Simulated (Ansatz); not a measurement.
# What TiIn2 (built on the sites of a database entry of HfB2) distorts into, part 2 of 3

Wanted: the energy along a soft mode of TiIn2 (built on the sites of a database entry of HfB2) and the structure at the end.

Ansatz 0.2.0; DFT PBEsol, scalar-relativistic, plane waves, PAW.

So far, highest frequency on the path or at a solved wavevector (cm⁻¹): step 2 (the dispersion) 191. Also lowest frequency on the path (cm⁻¹): step 2 -122.

The structure was built from a prototype and need not be the compound's stable phase.

**4. The mode frozen in, largest atomic shift 0.22 Å**

The atoms are moved along the unstable eigenvector, the largest shift by 0.22 Å, with the cell fixed.

Contents of input.yaml:

```yaml
crystal:
  lattice:
    - [0.0, 0.0, 2.9644665336]
    - [4.8611268095, 0.0, 0.0]
    - [0.0, 8.4197186161, 0.0]
  atoms:
    - { symbol: Ti, position: [0.0, 0.5452569967, 0.5] }
    - { symbol: Ti, position: [0.0, -0.0452569967, 0.0] }
    - { symbol: In, position: [0.5, 0.0064324569, 0.3333333333] }
    - { symbol: In, position: [0.5, 0.4935675431, 0.8333333333] }
    - { symbol: In, position: [0.5, 0.4935675431, 0.1666666667] }
    - { symbol: In, position: [0.5, 1.0064324569, 0.6666666667] }
kpoints:
  mp_grid: { grid: [10, 6, 4] }
hamiltonian:
  xc: pbesol
scf:
  occupations: { method: methfessel_paxton, width: 0.15 }
output:
  forces: true
  stress: true
  eigenvalues: true
```

Run with:

```bash
> ansatz run input.yaml --threads 8 --pin off --max-ram 14336MiB --backend cpu --events-out ev --progress --plain --runs-dir out
```

Numbers of over 12 decimals in the logs are rounded to 6 here.

Output:

```text
[...]
Crystal: 6 atoms, lattice volume = 121.334 Å³
Basis set: ecut = 420 eV, 2349 PW (Γ), exchange–correlation on 40×72×120 points (8 copies of the dense FFT grid, shifted against one another)
Bands: 46, of which v1, the nominal top of the filled ones, is band 38 counted from 1 (37 counted from 0)
Symmetry: 8 space group operations
[...]
k-points: 72 of 240
[...]
k-point 0: bands = [... 34 lower, 10.8942, 11.1009, 12.1358, 12.8545, 13.2862, 13.9784, 14.1235, 14.6586, ... 4 higher]
  k-point 1: bands = [... 34 lower, 11.0744, 11.9180, 12.1844, 12.8539, 13.4734, 13.7303, 13.7325, 14.6785, ... 4 higher]
  k-point 2: bands = [... 34 lower, 11.5145, 11.5145, 12.7798, 12.7798, 13.4341, 13.4341, 14.3723, 14.3723, ... 4 higher]
  k-point 71: bands = [... 34 lower, 10.8465, 10.8465, 11.0813, 11.0813, 13.8990, 13.8990, 13.9359, 13.9359, ... 4 higher]
[key lines of the parts left out:]
SCF converged after 7 iterations
Free energy (F): -27049.253500 eV
Fermi energy:    13.109789 eV
P = ⅓ Tr σ = 0.3368 GPa (3.368 kbar)
```

The job ended after 9 s (8 threads of Arm Neoverse N1, shared host; peak memory 0.76 GiB; 45 s of CPU time).

Numbers from this step:

- pressure: 0.3368 GPa
- energy from the undistorted cell: -9.534 meV/atom

The energy, extrapolated to zero smearing, is -9.53 meV/atom against the undistorted cell.

The run ends at a pressure of 0.34 GPa, with forces up to 0.100 eV/Å.

**5. Energy along the mode, all amplitudes (two of the runs are shown above)**

An imaginary frequency means negative curvature, so the energy should fall and then rise again as anharmonic terms take over.

Numbers from this step:

```yaml
depth_at_the_lowest_point_sampled: 9.534 meV/atom
largest_atomic_shift_at_that_point: 0.22 Å
```

Energy from the parent against largest atomic shift:

```
largest atomic shift (Å)  energy from the parent (meV/atom)
                   0.000                                  0
                   0.040                             -0.759
                   0.080                              -2.77
                   0.140                              -6.58
                   0.220                              -9.53
                   0.320                              -5.39
                   0.450                               18.9
```

Displacement at unit largest shift by atom:

```
atom  x (Å)  y (Å)  z (Å)  size
 Ti1   1.00   0.00   0.00  1.00
 Ti2  -1.00   0.00   0.00  1.00
 In3   0.14   0.00   0.00  0.14
 In4  -0.14   0.00   0.00  0.14
 In5  -0.14   0.00   0.00  0.14
 In6   0.14   0.00   0.00  0.14
```

The lowest of the steps tried is at 0.22 Å, 9.53 meV/atom below the parent; the bottom of the well need not coincide with a step.

**6. Relaxing from the distorted cell**

Starting from the lowest point found, all atoms and the cell are let go, so that strain and other modes of the same symmetry can join in.

Edit input.yaml of step 4 so:

```diff
@@ -22 +22,6 @@
   eigenvalues: true
+relax:
+  adjacent_minimum: "off"
+  f_tol: 0.002
+  max_steps: 120
+  cell: { stress_tol: 0.03 }
```

Output:

```text
[...]
Crystal: 6 atoms, lattice volume = 121.334 Å³
Basis set: ecut = 420 eV, 2349 PW (Γ), exchange–correlation on 40×72×120 points (8 copies of the dense FFT grid, shifted against one another)
Bands: 46, of which v1, the nominal top of the filled ones, is band 38 counted from 1 (37 counted from 0)
Symmetry: 8 space group operations
[...]
k-points: 72 of 240
[...]
SCF iter   1: F=—  HF=-27049.274128 eV  |F-HF|=—  |Δ(HF+E_count)|=         —  Δρ=8.31e-3  dr2=1.03e-1  ethr=1.77e-3  ⟨swp⟩=6.3  Hψ=13672  notcnv=0
[...]
SCF iter   7: F=-27049.253500 eV  HF=-27049.253500 eV  |F-HF|=7.94e-9  |Δ(HF+E_count)|=   4.27e-8  S|Δr|=    0.00e0  Δρ=3.67e-6  dr2=1.69e-8  ethr=1.32e-10  ⟨swp⟩=8.9  Hψ=12234  notcnv=0
SCF 1 converged in 7 iterations: F = -27049.253500 eV  dr2 = 1.69e-8
[...]
relax step   1: F+E_penalty+E_count = -27049.25350039 eV  Δ(F+E_penalty+E_count) = +0.000e0 eV  max|allowed force component| = 8.924e-2 eV/Å  Δτ_max = 0.0000 Å  P = +0.337 GPa  Ω = 121.334 Å³  (7 SCF iters, dr2 threshold 1.00e-7 eV, accepted)
Crystal: 6 atoms, lattice volume = 122.443 Å³
Basis set: ecut = 420 eV, 2351 PW (Γ), exchange–correlation on 40×72×120 points (8 copies of the dense FFT grid, shifted against one another)
[...]
SCF iter   5: F=-27049.282517 eV  HF=-27049.282517 eV  |F-HF|=3.85e-8  |Δ(HF+E_count)|=   3.29e-7  S|Δr|=    0.00e0  Δρ=1.05e-5  dr2=1.16e-7  ethr=7.89e-10  ⟨swp⟩=6.7  Hψ=13401  notcnv=0
SCF 2 converged in 5 iterations: F = -27049.282517 eV  dr2 = 1.16e-7
relax step   2: F+E_penalty+E_count = -27049.28251651 eV  Δ(F+E_penalty+E_count) = -2.902e-2 eV  max|allowed force component| = 1.231e-1 eV/Å  Δτ_max = 0.0248 Å  P = -0.497 GPa  Ω = 122.443 Å³  energy of the carried Pulay correction = -2.637e-4 eV  (5 SCF iters, dr2 threshold 6.00e-7 eV, accepted)
Crystal: 6 atoms, lattice volume = 125.081 Å³
Basis set: ecut = 420 eV, 2425 PW (Γ), exchange–correlation on 40×72×120 points (8 copies of the dense FFT grid, shifted against one another)
[...]
SCF iter   6: F=-27049.287060 eV  HF=-27049.287060 eV  |F-HF|=2.48e-7  |Δ(HF+E_count)|=   2.60e-7  S|Δr|=    0.00e0  Δρ=1.59e-5  dr2=3.92e-7  ethr=7.89e-10  ⟨swp⟩=7.4  Hψ=14970  notcnv=0
SCF 3 converged in 6 iterations: F = -27049.287060 eV  dr2 = 3.92e-7
relax step   3: F+E_penalty+E_count = -27049.28705993 eV  Δ(F+E_penalty+E_count) = -4.543e-3 eV  max|allowed force component| = 8.424e-1 eV/Å  Δτ_max = 0.1017 Å  P = -1.444 GPa  Ω = 125.081 Å³  energy of the carried Pulay correction = -8.815e-4 eV  (6 SCF iters, dr2 threshold 6.00e-7 eV, accepted)
[... from here on, the SCF cycles and remarks between the steps are left out ...]
relax step   4: F+E_penalty+E_count = -27049.33163274 eV  Δ(F+E_penalty+E_count) = -4.457e-2 eV  max|allowed force component| = 3.912e-1 eV/Å  Δτ_max = 0.0448 Å  P = -1.004 GPa  Ω = 123.605 Å³  energy of the carried Pulay correction = -5.376e-4 eV  (6 SCF iters, dr2 threshold 6.00e-7 eV, accepted)
relax step   5: F+E_penalty+E_count = -27049.39279882 eV  Δ(F+E_penalty+E_count) = -6.117e-2 eV  max|allowed force component| = 1.455e-1 eV/Å  Δτ_max = 0.0461 Å  P = -1.077 GPa  Ω = 123.882 Å³  energy of the carried Pulay correction = -6.024e-4 eV  (6 SCF iters, dr2 threshold 6.00e-7 eV, accepted)
relax step   6: F+E_penalty+E_count = -27049.42508189 eV  Δ(F+E_penalty+E_count) = -3.228e-2 eV  max|allowed force component| = 2.403e-1 eV/Å  Δτ_max = 0.1108 Å  P = -0.593 GPa  Ω = 124.428 Å³  energy of the carried Pulay correction = -7.298e-4 eV  (6 SCF iters, dr2 threshold 6.00e-7 eV, accepted)
relax step   7: F+E_penalty+E_count = -27049.44800559 eV  Δ(F+E_penalty+E_count) = -2.292e-2 eV  max|allowed force component| = 1.005e-1 eV/Å  Δτ_max = 0.0799 Å  P = -0.158 GPa  Ω = 124.888 Å³  energy of the carried Pulay correction = -8.368e-4 eV  (6 SCF iters, dr2 threshold 6.00e-7 eV, accepted)
relax step   8: F+E_penalty+E_count = -27049.45284334 eV  Δ(F+E_penalty+E_count) = -4.838e-3 eV  max|allowed force component| = 6.334e-2 eV/Å  Δτ_max = 0.0824 Å  P = +0.084 GPa  Ω = 125.771 Å³  energy of the carried Pulay correction = -1.041e-3 eV  (6 SCF iters, dr2 threshold 6.00e-7 eV, accepted)
relax step   9: F+E_penalty+E_count = -27049.45414349 eV  Δ(F+E_penalty+E_count) = -1.300e-3 eV  max|allowed force component| = 3.792e-3 eV/Å  Δτ_max = 0.0127 Å  P = +0.043 GPa  Ω = 125.747 Å³  energy of the carried Pulay correction = -1.036e-3 eV  (5 SCF iters, dr2 threshold 2.51e-7 eV, accepted)
relax step  10: F+E_penalty+E_count = -27049.45414062 eV  Δ(F+E_penalty+E_count) = +2.872e-6 eV  max|allowed force component| = 1.632e-3 eV/Å  Δτ_max = 0.0015 Å  P = -0.020 GPa  Ω = 125.819 Å³  energy of the carried Pulay correction = -1.052e-3 eV  (5 SCF iters, dr2 threshold 1.09e-8 eV, accepted)
relax step  11: F+E_penalty+E_count = -27049.45415062 eV  Δ(F+E_penalty+E_count) = -9.998e-6 eV  max|allowed force component| = 8.570e-5 eV/Å  Δτ_max = 0.0003 Å  P = -0.000 GPa  Ω = 125.795 Å³  energy of the carried Pulay correction = -1.046e-3 eV  (4 SCF iters, dr2 threshold 3.91e-9 eV, accepted)
relax step  12: F+E_penalty+E_count = -27049.45884630 eV  Δ(F+E_penalty+E_count) = -4.696e-3 eV  max|allowed force component| = 5.785e-4 eV/Å  Δτ_max = 0.0000 Å  P = +0.071 GPa  Ω = 125.795 Å³  stress off target by 1.98e-1 GPa  SCF on the basis re-selected at this cell (its energy is not comparable with the rows above)  (7 SCF iters)
relax step  13: F+E_penalty+E_count = -27049.45922611 eV  Δ(F+E_penalty+E_count) = -3.798e-4 eV  max|allowed force component| = 6.833e-3 eV/Å  Δτ_max = 0.0144 Å  P = +0.031 GPa  Ω = 126.133 Å³  energy of the carried Pulay correction = -7.458e-5 eV  (6 SCF iters, dr2 threshold 9.83e-8 eV, accepted)
relax step  14: F+E_penalty+E_count = -27049.45724792 eV  Δ(F+E_penalty+E_count) = +1.978e-3 eV  max|allowed force component| = 9.872e-2 eV/Å  Δτ_max = 0.0077 Å  P = -0.104 GPa  Ω = 126.630 Å³  energy of the carried Pulay correction = -1.881e-4 eV  (6 SCF iters, dr2 threshold 2.07e-8 eV, rejected (line search))
relax step  15: F+E_penalty+E_count = -27049.45927232 eV  Δ(F+E_penalty+E_count) = -4.621e-5 eV  max|allowed force component| = 5.113e-4 eV/Å  Δτ_max = 0.0068 Å  P = +0.005 GPa  Ω = 126.314 Å³  energy of the carried Pulay correction = -1.153e-4 eV  (8 SCF iters, accepted)
[...]
SCF iter   4: F=-27049.459390 eV  HF=-27049.459390 eV  |F-HF|=7.28e-12  |Δ(HF+E_count)|=  4.37e-11  S|Δr|=    0.00e0  Δρ=1.25e-7  dr2=8.30e-12  ethr=1.00e-12  ⟨swp⟩=7.0  Hψ=15375  notcnv=0
SCF 16 converged in 4 iterations: F = -27049.459390 eV  dr2 = 8.30e-12
relax step  16: F+E_penalty+E_count = -27049.45938967 eV  Δ(F+E_penalty+E_count) = -1.173e-4 eV  max|allowed force component| = 4.756e-4 eV/Å  Δτ_max = 0.0000 Å  P = +0.004 GPa  Ω = 126.314 Å³  stress off target by 1.12e-2 GPa  SCF on the basis re-selected at this cell (its energy is not comparable with the rows above)  (4 SCF iters)
[...]
SCF converged after 4 iterations
[...]
Free energy (F): -27049.459390 eV
[...]
Internal energy: -27049.458984 eV  (E = F + TS)
E sigma→0 (E₀):  -27049.459288 eV
Entropy (-TS):   -0.000405 eV (-0.068 meV/atom)
Fermi energy:    12.394289 eV
[...]
--- Forces (eV/Å), atoms counted from 1 ---
  atom   1  Ti     0.00023541     0.00000000    -0.00000000
  atom   2  Ti    -0.00023541    -0.00000000     0.00000000
  atom   3  In    -0.00047557    -0.00015505    -0.00000000
  atom   4  In     0.00047557    -0.00015505     0.00000000
  atom   5  In     0.00047557     0.00015505     0.00000000
  atom   6  In    -0.00047557     0.00015505    -0.00000000
  max |Σ_I F_I| component: 6.51e-18 eV/Å
--- Stress (GPa, compression-positive) ---
        0.011161       0.000000       0.000000
        0.000000      -0.000171       0.000000
        0.000000       0.000000       0.000862
  P = ⅓ Tr σ = 0.0040 GPa (0.040 kbar)
--- Band table (eV; the first three rows and the last of 72) ---
  k-point 0: bands = [... 34 lower, 9.6503, 10.3939, 11.5547, 12.0010, 13.4834, 13.7236, 13.9505, 13.9724, ... 4 higher]
  k-point 1: bands = [... 34 lower, 9.6483, 10.7546, 11.4153, 11.9046, 13.2367, 13.6703, 13.7450, 13.9299, ... 4 higher]
  k-point 2: bands = [... 34 lower, 10.2678, 10.2678, 11.6300, 11.6300, 13.1688, 13.1688, 13.8183, 13.8183, ... 4 higher]
  k-point 71: bands = [... 34 lower, 10.0668, 10.0668, 10.8094, 10.8094, 13.1281, 13.1281, 13.3462, 13.3462, ... 4 higher]
--- Relaxed structure (14 steps of the walk, 13 accepted, 2 SCFs on fresh bases) ---
  F+E_penalty+E_count = -27049.45938967 eV   max|allowed force component| = 4.756e-4 eV/Å   (the final SCF, on the basis selected at the relaxed cell)
  cell:  # Å, volume = 126.3143 Å³
    - [0, 0, 3.016826]
    - [5.442643, 0, 0]
    - [0, 7.692939, 0]
  atoms:
    - { symbol: Ti, position: [0, 0.610275, 0.500000] }
    - { symbol: Ti, position: [0, -0.110275, 1.883252575956652e-19] }
    - { symbol: In, position: [0.5, 0.010131, 0.315756] }
    - { symbol: In, position: [0.5, 0.489869, 0.815756] }
    - { symbol: In, position: [0.5, 0.489869, 0.184244] }
    - { symbol: In, position: [0.5, 1.010131, 0.684244] }
```

Wall time 2.8 min (8 threads); peak memory 0.85 GiB.

Relaxation path:

```
step  energy less that of the first step (eV)  largest force component (eV/Å)  pressure (GPa)  volume (Å³)
   1                                   0.0000                          0.0892            0.34       121.33
   2                                  -0.0290                          0.1231           -0.50       122.44
   3                                  -0.0336                          0.8425           -1.44       125.08
   4                                  -0.0781                          0.3912           -1.00       123.61
   5                                  -0.1393                          0.1455           -1.08       123.88
   6                                  -0.1716                          0.2403           -0.59       124.43
   7                                  -0.1945                          0.1005           -0.16       124.89
   8                                  -0.1993                          0.0633            0.08       125.77
   9                                  -0.2006                          0.0038            0.04       125.75
  10                                  -0.2006                          0.0016           -0.02       125.82
  11                                  -0.2007                          0.0001            0.00       125.79
 12*                                  -0.2053                          0.0006            0.07       125.79
  13                                  -0.2057                          0.0068            0.03       126.13
  14                                  -0.2037                          0.0987           -0.10       126.63
  15                                  -0.2058                          0.0005            0.01       126.31
 16*                                  -0.2059                          0.0005            0.00       126.31
```

Relaxation steps marked * repeat the geometry before them on a plane-wave basis chosen anew for their cell, so energy and pressure can jump there. Relaxation step 14 was tried and not accepted.

Forces are held to the 8 operations that the run works with; a distortion that breaks them can't arise in this run.

```
     cell as run  before  after   change
           a (Å)   2.964  3.017   +1.8 %
           b (Å)   4.861  5.443  +12.0 %
           c (Å)   8.420  7.693   -8.6 %
volume (Å³/atom)   20.22  21.05   +4.1 %
```

The atoms that moved most (Å, as changes of fractional coordinates times the final cell):

```
atom      dx      dy     dz  length
 Ti1   0.354   0.000  0.000   0.354
 Ti2  -0.354   0.000  0.000   0.354
 In3   0.020  -0.135  0.000   0.137
 In5  -0.020   0.135  0.000   0.137
 In6   0.020   0.135  0.000   0.137
 In4  -0.020  -0.135  0.000   0.137
```

The relaxed structure:

```xyz
6
Lattice="0.0000 0.0000 3.0168 5.4426 0.0000 0.0000 0.0000 7.6929 0.0000" Properties=species:S:1:pos:R:3 pbc="T T T"
Ti    3.3215    3.8465    0.0000
Ti   -0.6002    0.0000    0.0000
In    0.0551    2.4291    1.5084
In    2.6662    6.2756    1.5084
In    2.6662    1.4174    1.5084
In    5.4978    5.2638    1.5084
```

This step gave:

| Property | Result |
| --- | --- |
| pressure | 0.003951 GPa |
| volume per atom | 21.05 Å³ |

The distorted start has space group Pmma; the relaxation ends in Pmma.

**7. The new phase in its own primitive cell**

The relaxed structure is symmetrised, reduced to its primitive cell and relaxed tightly, as its phonons need.

Contents of input.yaml:

```yaml
crystal:
  lattice:
    - [7.6929386565, 0.0, 0.0]
    - [0.0, 3.0168257492, 0.0]
    - [0.0, 0.0, 5.4426432095]
  atoms:
    - { symbol: Ti, position: [0.25, 0.0, 0.360275038] }
    - { symbol: Ti, position: [0.75, 0.0, 0.639724962] }
    - { symbol: In, position: [0.0657557781, 0.5, 0.7601308726] }
    - { symbol: In, position: [0.5657557781, 0.5, 0.2398691274] }
    - { symbol: In, position: [0.9342442219, 0.5, 0.2398691274] }
    - { symbol: In, position: [0.4342442219, 0.5, 0.7601308726] }
kpoints:
  mp_grid: { grid: [4, 10, 6] }
hamiltonian:
  xc: pbesol
scf:
  occupations: { method: methfessel_paxton, width: 0.15 }
output:
  forces: true
  stress: true
  eigenvalues: true
relax:
  adjacent_minimum: "off"
  f_tol: 0.001
  max_steps: 60
  cell: { stress_tol: 0.01 }
```

Output:

```text
[...]
Crystal: 6 atoms, lattice volume = 126.314 Å³
Basis set: ecut = 420 eV, 2449 PW (Γ), exchange–correlation on 108×48×80 points (8 copies of the dense FFT grid, shifted against one another)
Bands: 46, of which v1, the nominal top of the filled ones, is band 38 counted from 1 (37 counted from 0)
Symmetry: 8 space group operations
[...]
k-points: 72 of 240
[...]
cell:  # Å, volume = 126.3480 Å³
    - [7.691739, 0, 0]
    - [0, 3.016922, 0]
    - [0, 1.2784725885628367e-19, 5.444773]
  atoms:
    - { symbol: Ti, position: [0.25, 0, 0.360539] }
    - { symbol: Ti, position: [0.75, 0, 0.639461] }
    - { symbol: In, position: [0.065697, 0.5, 0.760118] }
    - { symbol: In, position: [0.565697, 0.5, 0.239882] }
    - { symbol: In, position: [0.934303, 0.5, 0.239882] }
    - { symbol: In, position: [0.434303, 0.5, 0.760118] }
[key lines of the parts left out:]
SCF converged after 4 iterations
Free energy (F): -27049.459393 eV
Fermi energy:    12.389526 eV
P = ⅓ Tr σ = -0.0006 GPa (-0.006 kbar)
```

Run time: 38 s. Hardware: 8 threads; peak memory 0.83 GiB.

Little changed from the start: no atom moved by 0.005 Å and no cell edge by 0.1 %.

Numbers from this step:

| Property | Result |
| --- | --- |
| pressure | -6.46e-4 GPa |
| volume per atom | 21.06 Å³ |

The largest force component left is 0.90 meV/Å and the pressure is -0.001 GPa, within the tolerances set. The cell now holds 21.06 Å³/atom.

(Continued in part 3 of 3.)

[Logs are printed without paths, hosts, clocks, repeated set-up lines and the standing remarks that a program may print on its own settings, such as how far it seeks lower states.]

[Hosts, paths, dates, database ids (printed as entryN), source tags and the programs' standing remarks are cut or masked in the printed files.]
